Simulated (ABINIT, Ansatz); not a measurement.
Records of electronic-structure calculations.

### How the form of the self-energy moves the gap of SiC (P6_3mc)

The structure is hexagonal, space group P6_3mc (No. 186). Conventional cell: a = 3.076 Å, b = 3.076 Å, c = 10.071 Å, α = 90.00°, β = 90.00°, γ = 120.00°. Nearest to Si lie 4 C at 1.88 to 1.89 Å. Si has 4 C at 1.88 to 1.89 Å nearest. Nearest to C lie 4 Si at 1.88 to 1.89 Å. C has 4 Si at 1.88 to 1.89 Å nearest. Farther neighbours, and contacts between anions beyond the nearest, are not listed.

```
method                             : RPA screening on PBE, plane waves, norm-conserving pseudopotentials (and 3 further levels or steps)
program                            : ABINIT 10.8.3
settings                           : cutoff 37 Ha, PseudoDojo scalar-relativistic 0.4.1 standard, norm-conserving, ngkpt (6, 6, 2), nband 232, ecuteps 6.5 Ha, gwcalctyp 2, nfreqre 16, nfreqim 8, inclvkb 2, freqremax 40 eV, spmeth 1, nomegasf 120, shiftk (0, 0, 0), symchi 1, awtr 1, frequency cd, 6×6×2 k-mesh
cost                               : 8 runs, 40 min in all on 16 MPI ranks of Arm Neoverse N1, shared host
notes                              : The program’s warnings: Min real frequency set to default [Ha] = and nproc spkpt=  >= nkpt= * nsppol=. The cell and positions are those that the Materials Project relaxed with its own functionals (PBE, PBE+U or r2SCAN), kept fixed.
G0W0, Godby-Needs plasmon pole     : 2.909 eV
G0W0, Engel-Farid plasmon pole     : 2.991 eV
G0W0, Hybertsen-Louie plasmon pole : 2.977 eV
one-shot Hartree-Fock              : 9.032 eV
G0W0, contour deformation          : 2.966 eV
known limits                       : short of the basis limit
```

G0W0, Engel-Farid plasmon pole: +0.082 eV against G0W0, Godby-Needs plasmon pole. G0W0, Hybertsen-Louie plasmon pole: +0.068 eV against G0W0, Godby-Needs plasmon pole.

[Long decimals in the printed logs are rounded to 6 places.]

[Logs are printed without paths, hosts, clocks, repeated set-up lines and the standing remarks that a program may print on its own settings, such as how far it seeks lower states.]

[Paths, hosts, dates, memory and timing lines, banners, echoed tables and standing remarks are left out of the program output; an Ansatz launch command may be rebuilt from the run's recorded settings. Measured values are a selection of at most five: reports struck by readers or far from the other reports are left out. None is set beside runs whose start may be inverted or whose files or cutoffs have a known fault.]

[Runs of the session that timed out or met a known fault of the program may be left out.]

[Hosts, paths, dates, database ids (printed as entryN), source tags and the programs' standing remarks are cut or masked in the printed files.]

[G0W0 gaps are taken among the corrected bands and points alone; a level outside them can change the order at an edge.]

[Where Ansatz stands beside ABINIT at settings called matched, ABINIT's density can come from a denser mesh and the files from another edition; pairs whose starting gaps differed by over 0.03 eV were left out, so agreement reads better than it is.]
